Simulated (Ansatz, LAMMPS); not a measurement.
# Elastic response of glassy 61Al2O3-39P2O5 (mol %) (104 atoms), part 2 of 3

How stiff is glassy 61Al2O3-39P2O5 (mol %) (104 atoms), and how do its levels respond to strain?

Ansatz 0.2.0; Kohn-Sham DFT, r2SCAN, PAW (set soft_2), plane waves.

The cell: 22 Al, 14 P and 68 O. The quench rate of 50 K/ps far exceeds what a furnace or splat quench reaches. The starting topology of bonds comes from the classical model. The Brillouin zone is sampled at Γ only.

So far. Step 2 (Single point at the start): The r.m.s. force at the start is 1.2 eV/Å. Step 3 (Cell and atoms relaxed): The relaxation converged after 10 steps, with a largest force component of 0.019 eV/Å.

### Step 4. Single point at the relaxed geometry

The electronic structure is read at the final geometry, in a run of its own.

input.yaml reads:

```yaml
crystal:
  lattice:
    - [10.57255, -0.13284, 0.18854]
    - [-0.13284, 10.70846, -0.04876]
    - [0.18854, -0.04876, 10.9119]
  atoms:
    - { symbol: Al, position: [0.1725, 0.13005, 0.23681] }
    - { symbol: Al, position: [0.88595, 0.98827, 0.8909] }
    - { symbol: Al, position: [0.55939, 0.46907, 0.00326] }
    - { symbol: Al, position: [0.96681, 0.80098, 0.11173] }
    - { symbol: Al, position: [0.38934, 0.90751, 0.85185] }
    - { symbol: Al, position: [0.44612, 0.17813, 0.83263] }
    [... 92 atom lines left out ...]
    - { symbol: O, position: [0.75074, 0.35098, 0.65747] }
    - { symbol: O, position: [0.90614, 0.7364, 0.60782] }
    - { symbol: O, position: [0.59776, 0.21324, 0.76914] }
    - { symbol: O, position: [0.36827, 0.79565, 0.12579] }
    - { symbol: O, position: [0.56482, 0.12269, 0.14756] }
    - { symbol: O, position: [0.14933, 0.30826, 0.90999] }
kpoints:
  mp_grid: { grid: [1, 1, 1] }
hamiltonian:
  xc: r2scan
scf:
  occupations: { method: fermi_dirac, width: 0.05 }
output:
  forces: true
  stress: true
  populations: intrinsic
  dos:
    method: { smearing: { sigma: 0.1 } }
    de: 0.1
    projected: { site_lists: { Al: [Al], O: [O], P: [P] } }
  eigenvalues: true
  write_density: true
  write_potential: true
  volumetric_format: npy
  elf: true
```

The run is started by

```bash
$ ansatz run input.yaml --threads 4 --pin off --max-ram 8192MiB --backend cpu --events-out ev --progress --plain --runs-dir out
```

Numbers of over 12 decimals in the logs are rounded to 6 here.

What it wrote:

```text
[...]
Crystal: 104 atoms, lattice volume = 1234.803 Å³
Basis set: ecut = 500 eV, 31319 PW (Γ), exchange–correlation on 320×320×320 points (64 copies of the dense FFT grid, shifted against one another)
Bands: 376, of which v1, the nominal top of the filled ones, is band 272 counted from 1 (271 counted from 0)
Symmetry: 1 space group operations
[...]
k-points: 1
[...]
SCF iter   1: F=—  HF=-61290.226678 eV  |F-HF|=—  |Δ(HF+E_count)|=         —  Δρ=8.41e-3  dr2=9.30e-1  dr2_τ=9.13e0  ethr=1.77e-3  ⟨swp⟩=6.0  Hψ=1826  notcnv=0  defer=97
[...]
SCF iter   9: F=-61293.091532 eV  HF=-61293.091532 eV  |F-HF|=1.04e-8  |Δ(HF+E_count)|=   1.45e-7  Δρ=2.02e-6  dr2=4.84e-8  dr2_τ=5.09e-9  ethr=1.84e-11  ⟨swp⟩=30.0  Hψ=4136  notcnv=0
SCF 1 converged in 9 iterations: F = -61293.091532 eV  dr2 = 4.84e-8
[...]
SCF converged after 9 iterations
Free energy (F): -61293.091532 eV
[...]
Internal energy: -61293.091532 eV  (E = F + TS)
E sigma→0 (E₀):  -61293.091532 eV
Fermi energy:    6.405459 eV
[...]
--- Forces (eV/Å), atoms counted from 1 ---
  atom   1  Al     0.00980023    -0.00378616    -0.00034266
  atom   2  Al    -0.00508630    -0.00321283    -0.00983894
  atom   3  Al    -0.00531611     0.00404966     0.00217515
  atom   4  Al     0.01120854    -0.00504160     0.01514661
  atom   5  Al     0.01006526     0.00293736    -0.00098036
  atom   6  Al     0.00207902     0.00423659     0.00421848
  atom   7  Al    -0.00235317     0.00083083    -0.00282332
  atom   8  Al    -0.00506398    -0.00377276     0.00642497
  atom   9  Al    -0.00841789     0.00975514     0.00644431
  atom  10  Al     0.00256468    -0.00448145     0.00189145
  atom  11  Al     0.00145280     0.00050768     0.00297085
  atom  12  Al    -0.00168262    -0.00492051    -0.00442454
  atom  13  Al     0.00470330    -0.00324390    -0.00226464
  atom  14  Al    -0.00384673    -0.00422687    -0.00003181
[...]
atom 103  O     -0.00432218    -0.00109890     0.00432176
  atom 104  O     -0.00618987    -0.00364943    -0.00038779
  max |Σ_I F_I| component: 6.61e-5 eV/Å
--- Stress (GPa, compression-positive) ---
        0.000385      -0.006476       0.005602
       -0.006491      -0.000527       0.000615
        0.005621       0.000630      -0.009179
  P = ⅓ Tr σ = -0.0031 GPa (-0.031 kbar)
--- Band table (eV) ---
[...]
--- intrinsic populations: 104 sites ---
  site symbol       q [e]
     0     Al      1.5381
     1     Al      1.6223
     2     Al      1.5570
[...]
103      O      6.8844
  spilling = 0.000000 (of n_electrons = 544.000000)
```

It took 17 s on 4 threads of AMD EPYC 9R45, shared host; peak memory 3.3 GiB.

Read from the output:

| Quantity | Value |
| --- | --- |
| free energy | -61293.0915 eV |
| free energy per atom | -589.3566 eV/atom |
| SCF cycles | 9 |
| pressure | -0.003107 GPa |
| r.m.s. force component | 0.00528 eV/Å |
| longest force | 0.0221 eV/Å |
| Fermi energy | 6.405 eV |
| gap (highest filled to lowest empty level) | 4.633 eV |

### Step 5. Volume -3 %

The relaxed cell is scaled evenly and the atoms are relaxed again; the stress at the end gives one point of P(V).

input.yaml, the sections that differ from step 4:

```yaml
crystal:
  lattice:
    - [10.46575, -0.1315, 0.18664]
    - [-0.1315, 10.60029, -0.04827]
    - [0.18664, -0.04827, 10.80167]
  atoms:
    [... the 104 atom lines of step 4 ...]
output:
  forces: true
  eigenvalues: true
  stress: true
relax:
  f_tol: 0.05
  max_steps: 70
# kpoints, hamiltonian, scf: as in step 4
```

What it wrote:

```text
Warning: output.stress: scf.convergence.dr2_threshold = 1e-7 eV (the SCF's general default) is looser than the 1.04e-8 eV advised for a printed stress (1e-10 eV for each atom of the cell: 104). What an SCF threshold leaves in a stress goes as its square root, and in the free energy as the threshold itself, and one threshold admits the most on a small cell: [...]
[...]
Crystal: 104 atoms, lattice volume = 1197.759 Å³
Basis set: ecut = 500 eV, 30431 PW (Γ), exchange–correlation on 320×320×320 points (64 copies of the dense FFT grid, shifted against one another)
Bands: 376, of which v1, the nominal top of the filled ones, is band 272 counted from 1 (271 counted from 0)
Symmetry: 1 space group operations
[...]
k-points: 1
[...]
SCF iter   1: F=—  HF=-61289.352259 eV  |F-HF|=—  |Δ(HF+E_count)|=         —  Δρ=8.46e-3  dr2=8.90e-1  dr2_τ=9.89e0  ethr=1.77e-3  ⟨swp⟩=6.0  Hψ=1834  notcnv=0  defer=97
[...]
SCF iter   5: F=—  HF=-61292.379203 eV  |F-HF|=—  |Δ(HF+E_count)|=   2.09e-4  Δρ=1.37e-4  dr2=2.04e-4  dr2_τ=2.69e-5  ethr=3.29e-7  ⟨swp⟩=3.0  Hψ=577  notcnv=0  defer=97
SCF iter   6: F=-61292.379244 eV  HF=-61292.379246 eV  |F-HF|=2.50e-6  |Δ(HF+E_count)|=   4.30e-5  Δρ=4.29e-5  dr2=2.10e-5  dr2_τ=2.37e-6  ethr=1.15e-8  ⟨swp⟩=17.0  Hψ=2704  notcnv=0
SCF 1 converged in 6 iterations: F = -61292.379244 eV  dr2 = 2.10e-5
[...]
relax step   1: F+E_penalty+E_count = -61292.37924382 eV  Δ(F+E_penalty+E_count) = +0.000e0 eV  max|allowed force component| = 7.632e-1 eV/Å  Δτ_max = 0.0000 Å  (6 SCF iters, dr2 threshold 6.25e-5 eV, accepted)
[...]
relax step   2: F+E_penalty+E_count = -61292.60420289 eV  Δ(F+E_penalty+E_count) = -2.250e-1 eV  max|allowed force component| = 4.117e-1 eV/Å  Δτ_max = 0.0284 Å  (5 SCF iters, dr2 threshold 3.64e-5 eV, accepted)
[...]
relax step   3: F+E_penalty+E_count = -61292.74458723 eV  Δ(F+E_penalty+E_count) = -1.404e-1 eV  max|allowed force component| = 1.489e-1 eV/Å  Δτ_max = 0.0454 Å  (6 SCF iters, dr2 threshold 1.06e-5 eV, accepted)
relax step   4: F+E_penalty+E_count = -61292.77129728 eV  Δ(F+E_penalty+E_count) = -2.671e-2 eV  max|allowed force component| = 4.081e-1 eV/Å  Δτ_max = 0.0432 Å  (7 SCF iters, dr2 threshold 2.90e-6 eV, accepted)
relax step   5: F+E_penalty+E_count = -61292.78715521 eV  Δ(F+E_penalty+E_count) = -1.586e-2 eV  max|allowed force component| = 2.158e-1 eV/Å  Δτ_max = 0.0259 Å  (5 SCF iters, dr2 threshold 2.18e-5 eV, accepted)
relax step   6: F+E_penalty+E_count = -61292.80500009 eV  Δ(F+E_penalty+E_count) = -1.784e-2 eV  max|allowed force component| = 1.177e-1 eV/Å  Δτ_max = 0.2000 Å  (7 SCF iters, dr2 threshold 1.30e-5 eV, accepted)
relax step   7: F+E_penalty+E_count = -61292.81666791 eV  Δ(F+E_penalty+E_count) = -1.167e-2 eV  max|allowed force component| = 1.399e-1 eV/Å  Δτ_max = 0.0690 Å  (6 SCF iters, dr2 threshold 3.87e-6 eV, accepted)
relax step   8: F+E_penalty+E_count = -61292.85654665 eV  Δ(F+E_penalty+E_count) = -3.988e-2 eV  max|allowed force component| = 1.739e-1 eV/Å  Δτ_max = 0.2000 Å  (8 SCF iters, dr2 threshold 5.82e-6 eV, accepted)
relax step   9: F+E_penalty+E_count = -61292.70174516 eV  Δ(F+E_penalty+E_count) = +1.548e-1 eV  max|allowed force component| = 1.694e0 eV/Å  Δτ_max = 0.1958 Å  (6 SCF iters, dr2 threshold 3.02e-5 eV, rejected (line search))
relax step  10: F+E_penalty+E_count = -61292.88179554 eV  Δ(F+E_penalty+E_count) = -2.525e-2 eV  max|allowed force component| = 5.414e-2 eV/Å  Δτ_max = 0.0888 Å  (9 SCF iters, accepted)
[...]
relax step  11: F+E_penalty+E_count = -61292.88422074 eV  Δ(F+E_penalty+E_count) = -2.425e-3 eV  max|allowed force component| = 3.222e-2 eV/Å  Δτ_max = 0.0600 Å  (8 SCF iters, accepted)
[...]
SCF iter   2: F=-61292.884221 eV  HF=-61292.884221 eV  |F-HF|=6.69e-9  |Δ(HF+E_count)|=  8.37e-10  Δρ=6.38e-7  dr2=6.64e-9  dr2_τ=1.37e-9  ethr=9.66e-12  ⟨swp⟩=5.0  Hψ=1304  notcnv=0
SCF 12 converged in 2 iterations: F = -61292.884221 eV  dr2 = 6.64e-9
SCF converged after 2 iterations
Free energy (F): -61292.884221 eV
[...]
Internal energy: -61292.884221 eV  (E = F + TS)
E sigma→0 (E₀):  -61292.884221 eV
Fermi energy:    6.795772 eV
[...]
Σ components = -61292.884221   (vs F -61292.884221, Δ=0.00e0)
--- Forces (eV/Å), atoms counted from 1 ---
  atom   1  Al    -0.00217585    -0.00231319    -0.00759943
  atom   2  Al     0.00352190    -0.00071033     0.02376796
  atom   3  Al    -0.00539612    -0.00297535     0.01296718
  atom   4  Al    -0.00587713     0.00964911    -0.00504478
[...]
atom 104  O      0.00258467     0.00045363    -0.00214522
  max |Σ_I F_I| component: 1.20e-4 eV/Å
--- Stress (GPa, compression-positive) ---
        2.083644       0.204569       0.572274
        0.204559       2.136928      -0.108159
        0.572286      -0.108176       2.293820
  P = ⅓ Tr σ = 2.1715 GPa (21.715 kbar)
--- Band table (eV) ---
[...]
--- Relaxed structure (11 steps of the walk, 10 accepted, 0 SCFs on fresh bases) ---
  F+E_penalty+E_count = -61292.88422074 eV   max|allowed force component| = 3.222e-2 eV/Å
  atoms:
    - { symbol: Al, position: [0.173926, 0.125898, 0.240370] }
    - { symbol: Al, position: [0.885610, 1.004044, 0.884218] }
    - { symbol: Al, position: [0.561499, 0.466025, 0.00243655] }
    - { symbol: Al, position: [0.965759, 0.805213, 0.098192] }
[...]
- { symbol: O, position: [0.151974, 0.324033, 0.919008] }
```

The job ended after 2.1 min (4 threads; peak memory 3.3 GiB; 8.1 min of CPU time).

The program notes that the SCF threshold is loose for the stress.

The relaxation converged after 11 steps, 0.505 eV below its start, with a largest force component of 0.032 eV/Å.

Volume -3 %: the energy stands 0.207 eV above that of the reference, at a pressure of 2.17 GPa.

### Step 6. Volume +3 %

The relaxed cell is scaled to another volume.

Input and log are left out; they have the form of those shown for this kind of step.

Elapsed: 2.6 min, on 4 threads of AMD EPYC 9R45, shared host; peak memory 3.4 GiB.

The relaxation converged after 13 steps, 0.410 eV below its start, with a largest force component of 0.044 eV/Å.

Volume +3 %: the energy stands 0.236 eV above that of the reference, at a pressure of -1.86 GPa.

### Step 7. Volume -6 %

The relaxed cell is scaled to another volume.

Input and log are left out; they have the form of those shown for this kind of step.

The job ended after 2.4 min (4 threads of AMD EPYC 9R45, shared host; peak memory 3.3 GiB; 9.2 min of CPU time).

The relaxation converged after 12 steps, 2.00 eV below its start, with a largest force component of 0.027 eV/Å.

Volume -6 %: the energy stands 1.01 eV above that of the reference, at a pressure of 4.85 GPa.

### Step 8. Volume +6 %

The relaxed cell is scaled to another volume.

Input and log are left out; they have the form of those shown for this kind of step.

The job ended after 97 s (4 threads of AMD EPYC 9R45, shared host; peak memory 3.6 GiB; 6.2 min of CPU time).

The relaxation converged after 7 steps, 1.56 eV below its start, with a largest force component of 0.036 eV/Å.

Volume +6 %: the energy stands 0.891 eV above that of the reference, at a pressure of -3.80 GPa.

### Step 9. Volume -10 %

The relaxed cell is scaled to another volume.

Input and log are left out; they have the form of those shown for this kind of step.

Wall time 3.3 min (4 threads of AMD EPYC 9R45, shared host); peak memory 3.2 GiB.

The relaxation converged after 18 steps, 5.98 eV below its start, with a largest force component of 0.041 eV/Å.

Volume -10 %: the energy stands 3.02 eV above that of the reference, at a pressure of 8.04 GPa.

### Step 10. Stretched by 1 % along x

The relaxed cell is strained along x alone, which gives the stiffness along x and its coupling to y and z.

input.yaml, the sections that differ from step 5:

```yaml
crystal:
  lattice:
    - [10.67828, -0.13284, 0.18854]
    - [-0.13417, 10.70846, -0.04876]
    - [0.19043, -0.04876, 10.9119]
  atoms:
    [... the 104 atom lines of step 4 ...]
# kpoints, hamiltonian, scf, output, relax: as in step 5
```

What it wrote:

```text
[...]
Crystal: 104 atoms, lattice volume = 1247.151 Å³
Basis set: ecut = 500 eV, 31641 PW (Γ), exchange–correlation on 320×320×320 points (64 copies of the dense FFT grid, shifted against one another)
Bands: 376, of which v1, the nominal top of the filled ones, is band 272 counted from 1 (271 counted from 0)
Symmetry: 1 space group operations
[...]
k-points: 1
[...]
SCF iter   1: F=—  HF=-61290.132038 eV  |F-HF|=—  |Δ(HF+E_count)|=         —  Δρ=8.39e-3  dr2=9.45e-1  dr2_τ=8.89e0  ethr=1.77e-3  ⟨swp⟩=6.0  Hψ=1837  notcnv=0  defer=94
[...]
SCF iter   5: F=—  HF=-61292.947412 eV  |F-HF|=—  |Δ(HF+E_count)|=   2.56e-4  Δρ=1.43e-4  dr2=2.31e-4  dr2_τ=3.12e-5  ethr=3.85e-7  ⟨swp⟩=3.0  Hψ=612  notcnv=0  defer=100
SCF iter   6: F=-61292.947457 eV  HF=-61292.947459 eV  |F-HF|=2.24e-6  |Δ(HF+E_count)|=   4.68e-5  Δρ=4.47e-5  dr2=2.57e-5  dr2_τ=2.65e-6  ethr=1.15e-8  ⟨swp⟩=20.0  Hψ=2877  notcnv=0
SCF 1 converged in 6 iterations: F = -61292.947457 eV  dr2 = 2.57e-5
[...]
relax step   1: F+E_penalty+E_count = -61292.94745699 eV  Δ(F+E_penalty+E_count) = +0.000e0 eV  max|allowed force component| = 6.347e-1 eV/Å  Δτ_max = 0.0000 Å  (6 SCF iters, dr2 threshold 6.25e-5 eV, accepted)
[...]
relax step   2: F+E_penalty+E_count = -61292.99674527 eV  Δ(F+E_penalty+E_count) = -4.929e-2 eV  max|allowed force component| = 3.486e-1 eV/Å  Δτ_max = 0.0130 Å  (5 SCF iters, dr2 threshold 2.52e-5 eV, accepted)
[...]
relax step   3: F+E_penalty+E_count = -61293.02697989 eV  Δ(F+E_penalty+E_count) = -3.023e-2 eV  max|allowed force component| = 8.818e-2 eV/Å  Δτ_max = 0.0147 Å  (6 SCF iters, dr2 threshold 7.59e-6 eV, accepted)
relax step   4: F+E_penalty+E_count = -61293.02640144 eV  Δ(F+E_penalty+E_count) = +5.784e-4 eV  max|allowed force component| = 1.353e-1 eV/Å  Δτ_max = 0.0621 Å  (9 SCF iters, rejected (line search))
[...]
relax step   5: F+E_penalty+E_count = -61293.03641957 eV  Δ(F+E_penalty+E_count) = -9.440e-3 eV  max|allowed force component| = 4.036e-2 eV/Å  Δτ_max = 0.0303 Å  (8 SCF iters, accepted)
[...]
SCF iter   2: F=-61293.036420 eV  HF=-61293.036420 eV  |F-HF|=9.71e-9  |Δ(HF+E_count)|=   1.67e-9  Δρ=7.96e-7  dr2=1.07e-8  dr2_τ=1.95e-9  ethr=1.38e-11  ⟨swp⟩=4.0  Hψ=966  notcnv=0
SCF 6 converged in 2 iterations: F = -61293.036420 eV  dr2 = 1.07e-8
SCF converged after 2 iterations
Free energy (F): -61293.036420 eV
[...]
Internal energy: -61293.036420 eV  (E = F + TS)
E sigma→0 (E₀):  -61293.036420 eV
Fermi energy:    6.272888 eV
[...]
Σ components = -61293.036420   (vs F -61293.036420, Δ=0.00e0)
--- Forces (eV/Å), atoms counted from 1 ---
  atom   1  Al     0.02147659    -0.02002550     0.00390151
  atom   2  Al     0.01514399    -0.01333673    -0.01052394
  atom   3  Al    -0.03102539     0.02733478     0.01709571
  atom   4  Al    -0.00296192    -0.00916005     0.00840720
[...]
atom 104  O      0.00290327     0.00290902    -0.00112197
  max |Σ_I F_I| component: 2.19e-4 eV/Å
--- Stress (GPa, compression-positive) ---
       -1.446418       0.037497      -0.029760
        0.037485      -0.605269       0.110867
       -0.029746       0.110893      -0.552748
  P = ⅓ Tr σ = -0.8681 GPa (-8.681 kbar)
--- Band table (eV) ---
[...]
--- Relaxed structure (5 steps of the walk, 4 accepted, 0 SCFs on fresh bases) ---
  F+E_penalty+E_count = -61293.03641957 eV   max|allowed force component| = 4.036e-2 eV/Å
  atoms:
    - { symbol: Al, position: [0.171411, 0.131196, 0.237031] }
    - { symbol: Al, position: [0.885800, 0.987093, 0.891929] }
    - { symbol: Al, position: [0.558906, 0.470063, 0.00329773] }
    - { symbol: Al, position: [0.968654, 0.801822, 0.113477] }
[...]
- { symbol: O, position: [0.149153, 0.305964, 0.909029] }
```

Elapsed: 65 s, on 4 threads; peak memory 3.3 GiB.

The relaxation converged after 5 steps, 0.0890 eV below its start, with a largest force component of 0.040 eV/Å.

Stretched by 1 % along x: the energy stands 0.0551 eV above that of the reference, at a pressure of -0.868 GPa.

(Continued in part 3 of 3.)

[Logs are printed without paths, hosts, clocks, repeated set-up lines and the standing remarks that a program may print on its own settings, such as how far it seeks lower states.]

[Hosts, paths, dates, database ids (printed as entryN), source tags and the programs' standing remarks are cut or masked in the printed files.]
